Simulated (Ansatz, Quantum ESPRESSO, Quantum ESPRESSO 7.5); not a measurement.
# puckered PAs, 1 layer: biaxial strain by an ASE script

How do the band edges of puckered PAs, 1 layer move against the vacuum when the sheet is stretched?

Main program and level: Quantum ESPRESSO 7.5; plane-wave DFT, PBE, GBRV ultrasoft pseudopotentials (geometry by Ansatz 0.2.0 with PAW datasets; geometry under PBE).

## (1) The structure

The cell holds 4 atoms: 2 P and 2 As. Cell: a = 4.690 Å, b = 3.500 Å, c = 17.360 Å, α = 90.0°, β = 90.0°, γ = 90.0°. It derives from PAs. Vacuum lies along c.

## (2) Relaxation with Ansatz

The geometry comes first, from a plane-wave PAW code, so that the later runs on this slab share one structure.

File input.yaml:

```yaml
crystal:
  lattice:
    - [4.69, 0.0, 0.0]
    - [0.0, 3.5, 0.0]
    - [0.0, 0.0, 17.36]
  atoms:
    - { symbol: P, position: [0.09, 0.0, 0.4320276498] }
    - { symbol: As, position: [0.41, 0.5, 0.4377880184] }
    - { symbol: As, position: [0.91, 0.0, 0.5622119816] }
    - { symbol: P, position: [0.59, 0.5, 0.5679723502] }
kpoints:
  mp_grid: { grid: [8, 8, 1] }
hamiltonian:
  xc: pbe
scf:
  occupations: { method: fermi_dirac, width: 0.05 }
  convergence: { dr2_threshold: 1.0e-08 }
efield:
  axis: 3
  dipole_correction: true
  ramp_position: 0.97
  ramp_width: 0.04
relax:
  f_tol: 0.01
  cell: { fix: [c, alpha, beta] }
output:
  write_potential: true
  write_density: true
  volumetric_format: npy
```

The run is started by

```bash
$ ansatz run input.yaml --threads 4 --pin off --max-ram 8192MiB --backend cpu --events-out ev --progress --plain --runs-dir out
```

Planned after this: the script; the script: PBE, PseudoDojo norm-conserving; the arithmetic. Settings of the main run: cutoff 40 Ry, smearing, fd smearing, smearing width 0.002 Ry, SCF threshold 1.00e-9, maxstep 100, strains (-0.03, -0.015, 0, 0.015, 0.03), filled 10, k 8, k2 12, gbrv-pbe-1.5 potentials, 8×12×1 k-mesh, assume isolated esm, esm bc bc1.

What does the calculation give for the (C11 + C22)/2 + C12, heights clamped, PBE, GBRV ultrasoft?

The sheet's biaxial stiffness comes to 108 N/m and its gap at zero strain to 0.91 eV (PBE, GBRV ultrasoft). From −3 % to +3 % the gap on the mesh goes from 0.47 to 1.27 eV; it is direct at some strains and indirect at others. The conduction bottom bends along the series, so the script's straight-line slope describes it poorly.

```
(C11 + C22)/2 + C12, heights clamped, PBE, GBRV ultrasoft                         : 108 N/m
valence top below the vacuum at zero strain, PBE, GBRV ultrasoft                  : 4.86 eV
shift of the valence top per unit biaxial strain, PBE, GBRV ultrasoft             : -7.1 eV
(C11 + C22)/2 + C12, heights clamped, PBE, PseudoDojo norm-conserving             : 106 N/m
valence top below the vacuum at zero strain, PBE, PseudoDojo norm-conserving      : 4.86 eV
shift of the valence top per unit biaxial strain, PBE, PseudoDojo norm-conserving : -7.0 eV
```

Heights are clamped under strain, which makes a sheet with several atomic planes too stiff. Semilocal gaps are too small. Spin-orbit coupling is left out; depending on the atoms that carry the levels of interest, it can split and shift them by tens to hundreds of meV.

[Logs are printed without paths, hosts, clocks, repeated set-up lines and the standing remarks that a program may print on its own settings, such as how far it seeks lower states.]

[Hosts, paths, dates, database ids (printed as entryN), source tags and the programs' standing remarks are cut or masked in the printed files.]

[Maps of the electrostatic potential energy from Ansatz leave out the sawtooth potential of an applied field or a dipole correction, so their vacuum need not be flat; planar profiles and work functions include it.]
